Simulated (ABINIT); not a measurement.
# FeAs2 (Lollingite): a self-consistent loop beyond G0W0, cycle by cycle

Wanted: G0W0 and self-consistent gaps of FeAs2 (Lollingite), with the cost of the cycles.

Program: ABINIT 10.8.3. Level of theory: LDA and many-body steps on it, plane waves. Results are calculated unless marked as measured.

**What was measured.**

- Gap 200 meV: transport activation gap from resistivity above 200 K; electrical resistivity, thermal activation fit; bulk crystal (single crystal grown by chemical vapor transport) (“Highly Dispersive Electron Relaxation and Colossal Thermoelectricity in the Correlated Semiconductor FeSb2”, 2013, arxiv:1309.3048).

This is a report of a sequence of runs, with most program output left out.

### Step 1. The starting structure

Symmetry: Pnnm, No. 58, orthorhombic system. The conventional cell has a = 5.301 Å, b = 5.986 Å, c = 2.882 Å, α = 90.00°, β = 90.00°, γ = 90.00°. Fe has 6 As at 2.36 to 2.39 Å nearest. Nearest to As lie 3 Fe at 2.36 to 2.39 Å and 1 As at 2.49 Å. Farther neighbours are not listed.

The cell and positions come from the Crystallography Open Database and are kept as given unless a step says otherwise.

### Step 2. Empty states on the mesh, 2×2×4 mesh, 134 bands

This step: ABINIT 10.8.3; DFT, LDA, plane waves, norm-conserving pseudopotentials.

The sums over transitions need many empty states on a uniform mesh; this step solves for them.

The input, run.abi:

```
acell 3*1.0 Angstrom
rprim 
  5.301200000000 0.000000000000 0.000000000000
  0.000000000000 5.985800000000 0.000000000000
  0.000000000000 0.000000000000 2.882200000000
ntypat 2
znucl 26 33
natom 6
typat 1 1 2 2 2 2
xred 
  0.000000000000 0.000000000000 -0.000000000000
  0.500000000000 0.500000000000 0.500000000000
  0.176300000000 0.362400000000 -0.000000000000
  0.823700000000 0.637600000000 -0.000000000000
  0.676300000000 0.137600000000 0.500000000000
  0.323700000000 0.862400000000 0.500000000000
pp_dirpath "pseudos"
pseudos "Fe.upf, As.upf"
ecut 65
ngkpt 2 2 4
nshiftk 1
shiftk 0 0 0
kptopt 1
chksymbreak 0
iscf -2
irdden 1
istwfk *1
nband 134
nbdbuf 12
tolwfr 1e-09
nstep 60
prtvol 0
indata_prefix "in"
outdata_prefix "out"
tmpdata_prefix "tmp"
```

The run is started by

```bash
$ OMP_NUM_THREADS=1 mpirun -n 4 abinit run.abi > log
```

It took 3.7 min on 4 MPI ranks of Arm Neoverse V1, shared host; peak memory 0.83 GiB.

Numbers from this step:

```
gap                                                           : 0.2727 eV
k of the valence top                                          : 0, 0.5, 0.25
k of the conduction bottom                                    : 0, 0, 0.25
least direct gap                                              : 0.5777 eV
k points computed                                             : 12
lowest point of the top converged band, above the valence top : 32.81 eV
```

On this mesh the gap is 0.273 eV.

The density comes from a self-consistent run that is not shown.

### Step 3. Screening, 2×2×4 mesh, 122 bands, screening to 106.1 eV

The RPA dielectric matrix is built and inverted for each q.

This step: RPA screening on LDA, plane waves, norm-conserving pseudopotentials.

Changes to run.abi since step 2:

```diff
@@ -24,10 +24,11 @@
 chksymbreak 0
-iscf -2
-irdden 1
 istwfk *1
-nband 134
-nbdbuf 12
-tolwfr 1e-09
-nstep 60
-prtvol 0
+occopt 1
+irdwfk 1
+optdriver 3
+nband 122
+ecuteps 3.9
+inclvkb 2
+awtr 1
+symchi 1
 indata_prefix "in"
```

Wall time 5.5 min (4 MPI ranks); peak memory 6.6 GiB; 22 min of CPU time.

This step gave:

- ε∞ with local fields, on this mesh, along the program's q direction: 26.98
- the same without local fields: 27.87
- plasma frequency: 43.24 eV
- plane waves in the screening matrix: 227

Local fields lower ε∞ by 3 %. On a Γ-centred mesh this coarse the value itself is usually too large, while a short band sum pulls it down.

### Step 4. G0W0

The self-energy is evaluated for the states that the input lists, and the levels follow from it, in one-shot runs by the linearised quasiparticle equation.

This step: G0W0 on LDA, plane waves, norm-conserving pseudopotentials.

Changes to run.abi since step 3:

```diff
@@ -27,8 +27,21 @@
 irdwfk 1
-optdriver 3
+optdriver 4
 nband 122
+gwcalctyp 0
+ecutsigx 65
+symsigma 1
+nkptgw 4
+kptgw 
+  0.0000000000 0.5000000000 0.2500000000
+  0.0000000000 0.0000000000 0.2500000000
+  0.5000000000 0.5000000000 0.5000000000
+  0.0000000000 0.0000000000 0.0000000000
+bdgw 
+  61 64
+  61 64
+  61 64
+  61 64
 ecuteps 3.9
-inclvkb 2
-awtr 1
-symchi 1
+irdscr 1
+ppmodel 1
 indata_prefix "in"
```

Wall time 47 s (4 MPI ranks); peak memory 6.2 GiB; 3.1 min of CPU time.

This step gave:

- G0W0 gap on the mesh: 0.3960 eV
- starting gap on the mesh: 0.2727 eV
- k of the valence top: 0, 0, 0
- k of the conduction bottom: 0, 0, 0.25
- Z at the valence top: 0.7
- Z at the conduction bottom: 0.721
- least direct G0W0 gap on the computed points: 0.7280 eV

The gap on the mesh goes from 0.27 eV to 0.40 eV, a correction of +0.12 eV.

### Step 5. evGW0, cycle 1

This step: evGW0 on LDA, plane waves, norm-conserving pseudopotentials.

Changes to run.abi since step 4:

```diff
@@ -29,16 +29,32 @@
 nband 122
-gwcalctyp 0
+gwcalctyp 10
 ecutsigx 65
 symsigma 1
-nkptgw 4
+nkptgw 12
 kptgw 
+  0.0000000000 0.0000000000 0.0000000000
+  0.5000000000 0.0000000000 0.0000000000
+  0.0000000000 0.5000000000 0.0000000000
+  0.5000000000 0.5000000000 0.0000000000
+  0.0000000000 0.0000000000 0.2500000000
+  0.5000000000 0.0000000000 0.2500000000
   0.0000000000 0.5000000000 0.2500000000
-  0.0000000000 0.0000000000 0.2500000000
+  0.5000000000 0.5000000000 0.2500000000
+  0.0000000000 0.0000000000 0.5000000000
+  0.5000000000 0.0000000000 0.5000000000
+  0.0000000000 0.5000000000 0.5000000000
   0.5000000000 0.5000000000 0.5000000000
-  0.0000000000 0.0000000000 0.0000000000
 bdgw 
-  61 64
-  61 64
-  61 64
-  61 64
+  45 70
+  45 70
+  45 70
+  45 70
+  45 70
+  45 70
+  45 70
+  45 70
+  45 70
+  45 70
+  45 70
+  45 70
 ecuteps 3.9
```

Run time: 12 min. Hardware: 4 MPI ranks; peak memory 13 GiB; 49 min of CPU time.

Numbers from this step:

- quasiparticle gap on the mesh: 0.3860 eV
- gap of the density functional on the mesh: 0.2727 eV
- k of the valence top: 0, 0, 0
- k of the conduction bottom: 0, 0, 0.25
- Z at the valence top: 0.7
- Z at the conduction bottom: 0.721
- least direct quasiparticle gap on the computed points: 0.7420 eV

Against G0W0 in ABINIT (2×2×4 mesh, 122 bands, screening to 106.1 eV, Godby-Needs plasmon pole), the gap moves by −0.010 eV. This first cycle still uses the starting levels; it takes the full correction, at all points of the mesh, and its linearised value is 0.396 eV.

### Step 6. evGW0, cycle 2

The corrected levels of the last cycle go back in.

Changes to run.abi since step 5:

```diff
@@ -62,2 +62,3 @@
 ppmodel 1
+irdqps 1
 indata_prefix "in"
```

Elapsed: 12 min, on 4 MPI ranks; peak memory 13 GiB.

This step gave:

```yaml
quasiparticle_gap_on_the_mesh: 0.3580 eV
gap_of_the_density_functional_on_the_mesh: 0.2727 eV
k_of_the_valence_top: 0, 0, 0
k_of_the_conduction_bottom: 0, 0, 0.25
least_direct_quasiparticle_gap_on_the_computed_points: 0.7200 eV
```

Against the cycle before, the gap moves by −0.028 eV.

### Step 7. evGW0, cycle 3

run.abi is that of step 6.

Wall time 12 min (4 MPI ranks); peak memory 13 GiB; 50 min of CPU time.

This step gave:

```yaml
quasiparticle_gap_on_the_mesh: 0.3640 eV
gap_of_the_density_functional_on_the_mesh: 0.2727 eV
k_of_the_valence_top: 0, 0, 0
k_of_the_conduction_bottom: 0, 0, 0.25
least_direct_quasiparticle_gap_on_the_computed_points: 0.7270 eV
```

Against the cycle before, the gap moves by +0.006 eV.

### Step 8. Screening, 2×2×4 mesh, 122 bands, screening to 106.1 eV

This step: RPA screening on LDA, plane waves, norm-conserving pseudopotentials.

The input, run.abi:

```
acell 3*1.0 Angstrom
rprim 
  5.301200000000 0.000000000000 0.000000000000
  0.000000000000 5.985800000000 0.000000000000
  0.000000000000 0.000000000000 2.882200000000
ntypat 2
znucl 26 33
natom 6
typat 1 1 2 2 2 2
xred 
  0.000000000000 0.000000000000 -0.000000000000
  0.500000000000 0.500000000000 0.500000000000
  0.176300000000 0.362400000000 -0.000000000000
  0.823700000000 0.637600000000 -0.000000000000
  0.676300000000 0.137600000000 0.500000000000
  0.323700000000 0.862400000000 0.500000000000
pp_dirpath "pseudos"
pseudos "Fe.upf, As.upf"
ecut 65
ngkpt 2 2 4
nshiftk 1
shiftk 0 0 0
kptopt 1
chksymbreak 0
istwfk *1
occopt 1
irdwfk 1
optdriver 3
nband 122
ecuteps 3.9
inclvkb 2
awtr 1
symchi 1
gwcalctyp 10
mbpt_sciss 0.234 eV
nqptdm 1
qptdm 
  0 0 0
indata_prefix "in"
outdata_prefix "out"
tmpdata_prefix "tmp"
```

Elapsed: 2.7 min, on 4 MPI ranks; peak memory 6.6 GiB.

This step gave:

```yaml
eps_infinity_with_local_fields_on_this_mesh_along_the_program_s_q_direction: 24.39
the_same_without_local_fields: 25.16
plasma_frequency: 43.24 eV
plane_waves_in_the_screening_matrix: 227
```

This screening uses the functional's bands under a rigid shift, the mean opening of the cycle before.

### Step 9. Screening, 2×2×4 mesh, 122 bands, screening to 106.1 eV

This step: RPA screening on LDA from quasiparticle energies, plane waves, norm-conserving pseudopotentials.

Changes to run.abi since step 8:

```diff
@@ -33,7 +33,17 @@
 symchi 1
+irdqps 1
 gwcalctyp 10
-mbpt_sciss 0.234 eV
-nqptdm 1
+nqptdm 11
 qptdm 
-  0 0 0
+  0.5000000000 0.0000000000 0.0000000000
+  0.0000000000 0.5000000000 0.0000000000
+  0.5000000000 0.5000000000 0.0000000000
+  0.0000000000 0.0000000000 0.2500000000
+  0.5000000000 0.0000000000 0.2500000000
+  0.0000000000 0.5000000000 0.2500000000
+  0.5000000000 0.5000000000 0.2500000000
+  0.0000000000 0.0000000000 0.5000000000
+  0.5000000000 0.0000000000 0.5000000000
+  0.0000000000 0.5000000000 0.5000000000
+  0.5000000000 0.5000000000 0.5000000000
 indata_prefix "in"
```

The input, mrgscr.stdin:

```
2
merged
q0_SCR
out_SCR
1
```

The run is started by

```bash
$ OMP_NUM_THREADS=1 mpirun -n 4 abinit run.abi > log; mrgscr < mrgscr.stdin
```

The job ended after 2.9 min (4 MPI ranks; peak memory 6.2 GiB).

Numbers from this step:

| Item | Value |
| --- | --- |
| plasma frequency | 43.24 eV |
| plane waves in the screening matrix | 227 |

This screening reads the quasiparticle levels of the cycle before.

### Step 10. evGW, cycle 1

This step: evGW on LDA, plane waves, norm-conserving pseudopotentials.

Changes to run.abi since step 9:

```diff
@@ -27,12 +27,10 @@
 irdwfk 1
-optdriver 3
+optdriver 4
 nband 122
-ecuteps 3.9
-inclvkb 2
-awtr 1
-symchi 1
-irdqps 1
 gwcalctyp 10
-nqptdm 11
-qptdm 
+ecutsigx 65
+symsigma 1
+nkptgw 12
+kptgw 
+  0.0000000000 0.0000000000 0.0000000000
   0.5000000000 0.0000000000 0.0000000000
@@ -48,2 +46,19 @@
   0.5000000000 0.5000000000 0.5000000000
+bdgw 
+  45 70
+  45 70
+  45 70
+  45 70
+  45 70
+  45 70
+  45 70
+  45 70
+  45 70
+  45 70
+  45 70
+  45 70
+ecuteps 3.9
+irdscr 1
+ppmodel 1
+irdqps 1
 indata_prefix "in"
```

The run is started by

```bash
$ OMP_NUM_THREADS=1 mpirun -n 4 abinit run.abi > log
```

Elapsed: 13 min, on 4 MPI ranks; peak memory 13 GiB.

Numbers from this step:

* quasiparticle gap on the mesh: 0.3920 eV
* gap of the density functional on the mesh: 0.2727 eV
* k of the valence top: 0, 0, 0
* k of the conduction bottom: 0, 0, 0.25
* least direct quasiparticle gap on the computed points: 0.7400 eV

Against G0W0 in ABINIT (2×2×4 mesh, 122 bands, screening to 106.1 eV, Godby-Needs plasmon pole), the gap moves by −0.004 eV.

### Step 11. Screening, 2×2×4 mesh, 122 bands, screening to 106.1 eV

This step: RPA screening on LDA, plane waves, norm-conserving pseudopotentials.

The input, run.abi:

```
acell 3*1.0 Angstrom
rprim 
  5.301200000000 0.000000000000 0.000000000000
  0.000000000000 5.985800000000 0.000000000000
  0.000000000000 0.000000000000 2.882200000000
ntypat 2
znucl 26 33
natom 6
typat 1 1 2 2 2 2
xred 
  0.000000000000 0.000000000000 -0.000000000000
  0.500000000000 0.500000000000 0.500000000000
  0.176300000000 0.362400000000 -0.000000000000
  0.823700000000 0.637600000000 -0.000000000000
  0.676300000000 0.137600000000 0.500000000000
  0.323700000000 0.862400000000 0.500000000000
pp_dirpath "pseudos"
pseudos "Fe.upf, As.upf"
ecut 65
ngkpt 2 2 4
nshiftk 1
shiftk 0 0 0
kptopt 1
chksymbreak 0
istwfk *1
occopt 1
irdwfk 1
optdriver 3
nband 122
ecuteps 3.9
inclvkb 2
awtr 1
symchi 1
gwcalctyp 10
mbpt_sciss 0.266 eV
nqptdm 1
qptdm 
  0 0 0
indata_prefix "in"
outdata_prefix "out"
tmpdata_prefix "tmp"
```

Wall time 2.7 min (4 MPI ranks); peak memory 6.6 GiB; 11 min of CPU time.

This step gave:

- ε∞ with local fields, on this mesh, along the program's q direction: 24.10
- the same without local fields: 24.85
- plasma frequency: 43.24 eV
- plane waves in the screening matrix: 227

This screening uses the functional's bands under a rigid shift, the mean opening of the cycle before.

### Step 12. Screening, 2×2×4 mesh, 122 bands, screening to 106.1 eV

This step: RPA screening on LDA from quasiparticle energies, plane waves, norm-conserving pseudopotentials.

Changes to run.abi since step 11:

```diff
@@ -33,7 +33,17 @@
 symchi 1
+irdqps 1
 gwcalctyp 10
-mbpt_sciss 0.266 eV
-nqptdm 1
+nqptdm 11
 qptdm 
-  0 0 0
+  0.5000000000 0.0000000000 0.0000000000
+  0.0000000000 0.5000000000 0.0000000000
+  0.5000000000 0.5000000000 0.0000000000
+  0.0000000000 0.0000000000 0.2500000000
+  0.5000000000 0.0000000000 0.2500000000
+  0.0000000000 0.5000000000 0.2500000000
+  0.5000000000 0.5000000000 0.2500000000
+  0.0000000000 0.0000000000 0.5000000000
+  0.5000000000 0.0000000000 0.5000000000
+  0.0000000000 0.5000000000 0.5000000000
+  0.5000000000 0.5000000000 0.5000000000
 indata_prefix "in"
```

mrgscr.stdin is that of step 9.

The run is started by

```bash
$ OMP_NUM_THREADS=1 mpirun -n 4 abinit run.abi > log; mrgscr < mrgscr.stdin
```

Elapsed: 3 min, on 4 MPI ranks; peak memory 6.2 GiB; 12 min of CPU time.

Numbers from this step:

```
plasma frequency                    : 43.24 eV
plane waves in the screening matrix : 227
```

This screening reads the quasiparticle levels of the cycle before.

### Step 13. evGW, cycle 2

This step: evGW on LDA, plane waves, norm-conserving pseudopotentials.

Changes to run.abi since step 12:

```diff
@@ -27,12 +27,10 @@
 irdwfk 1
-optdriver 3
+optdriver 4
 nband 122
-ecuteps 3.9
-inclvkb 2
-awtr 1
-symchi 1
-irdqps 1
 gwcalctyp 10
-nqptdm 11
-qptdm 
+ecutsigx 65
+symsigma 1
+nkptgw 12
+kptgw 
+  0.0000000000 0.0000000000 0.0000000000
   0.5000000000 0.0000000000 0.0000000000
@@ -48,2 +46,19 @@
   0.5000000000 0.5000000000 0.5000000000
+bdgw 
+  45 70
+  45 70
+  45 70
+  45 70
+  45 70
+  45 70
+  45 70
+  45 70
+  45 70
+  45 70
+  45 70
+  45 70
+ecuteps 3.9
+irdscr 1
+ppmodel 1
+irdqps 1
 indata_prefix "in"
```

The run is started by

```bash
$ OMP_NUM_THREADS=1 mpirun -n 4 abinit run.abi > log
```

Run time: 13 min. Hardware: 4 MPI ranks; peak memory 13 GiB.

This step gave:

```yaml
quasiparticle_gap_on_the_mesh: 0.391 eV
gap_of_the_density_functional_on_the_mesh: 0.2727 eV
k_of_the_valence_top: 0, 0, 0
k_of_the_conduction_bottom: 0, 0, 0.25
least_direct_quasiparticle_gap_on_the_computed_points: 0.7390 eV
```

Against the cycle before, the gap moves by −0.001 eV.

### Step 14. The runs together

Times are wall times on 4 MPI ranks of Arm Neoverse V1, shared host, good to a factor of about two. A run's time includes the screening step that it read.

```
           run   mesh  bands  screening cutoff (eV)  DFT gap (eV)  gap on the mesh (eV)  direct (eV)  ε∞ used     time
          G0W0  2×2×4    122                  106.1         0.273                 0.396        0.728    26.98  6.2 min
evGW0, cycle 1  2×2×4    122                  106.1         0.273                 0.386        0.742    26.98   18 min
evGW0, cycle 2  2×2×4    122                  106.1         0.273                 0.358        0.720    26.98   18 min
evGW0, cycle 3  2×2×4    122                  106.1         0.273                 0.364        0.727    26.98   18 min
 evGW, cycle 1  2×2×4    122                  106.1         0.273                 0.392        0.740    24.39   18 min
 evGW, cycle 2  2×2×4    122                  106.1         0.273                 0.391        0.739    24.10   18 min
```

### Step 15. Results

```json
{
 "G0W0": "0.396 eV",
 "evGW0, cycle 1": "0.386 eV",
 "evGW0, cycle 2": "0.358 eV",
 "evGW0, cycle 3": "0.364 eV",
 "evGW, cycle 1": "0.392 eV",
 "evGW, cycle 2": "0.391 eV",
 "known limits": "not at the basis limit; mesh may overstate the screening; no spin polarisation; d states lean on the start; no spin-orbit coupling; coarse k mesh"
}
```

What this shows: Only the bands that the input lists are updated; the others, empty or deep, keep the functional's energies or take a rigid shift. The evGW loop starts from the last levels of evGW0, so its cycles and time come on top of those. evGW0 ends at 0.36 eV, −0.03 eV from G0W0, after 3 cycles that took 37 min beside the first screening; the last moved the gap by 0.006 eV. evGW ends at 0.39 eV, −0.01 eV from G0W0, after 2 cycles that took 37 min beside the first screening; the last moved the gap by 0.001 eV. Against experiment, by evGW, cycle 2: the gap of 0.39 eV lies +0.19 eV from the measured 200 meV (transport, 2013). These are gaps on the mesh, at modest bands and cutoff. The calculation has static nuclei and no excitons; a measured gap holds zero-point and thermal motion, which mostly lowers it. Bands and cutoff are finite, so the gap is not at the basis limit. The miss can reach some tenths of an eV and take either sign; the mesh is an error of its own. The 2×2×4 mesh is coarse for this cell, which bears on the long-range parts of exchange and screening. For the LDA start: The RPA ε∞ on this mesh reaches over 25; with a narrow direct gap a coarse mesh can overstate it, and the correction is then too small. In the updated screening the q = 0 part is built from Kohn-Sham bands under a rigid shift, the other q from the quasiparticle levels. The runs have no spin polarisation. For a closed low-spin shell that is the natural state; where a d or f shell is open it is a constraint, and the gap is then not the crystal's own. With d states at the gap, one-shot GW leans hard on its start. The many-body steps are scalar-relativistic: spin-orbit coupling is not in them.

[Paths, hosts, dates, memory and timing lines, banners, echoed tables and standing remarks are left out of the program output.]

[Logs are printed without paths, hosts, clocks, repeated set-up lines and the standing remarks that a program may print on its own settings, such as how far it seeks lower states.]

[Runs of the session that timed out or met a known fault of the program may be left out.]

[Hosts, paths, dates, database ids (printed as entryN), source tags and the programs' standing remarks are cut or masked in the printed files.]

[G0W0 gaps are taken among the corrected bands and points alone; a level outside them can change the order at an edge.]

[Where Ansatz stands beside ABINIT at settings called matched, ABINIT's density can come from a denser mesh and the files from another edition; pairs whose starting gaps differed by over 0.03 eV were left out, so agreement reads better than it is.]
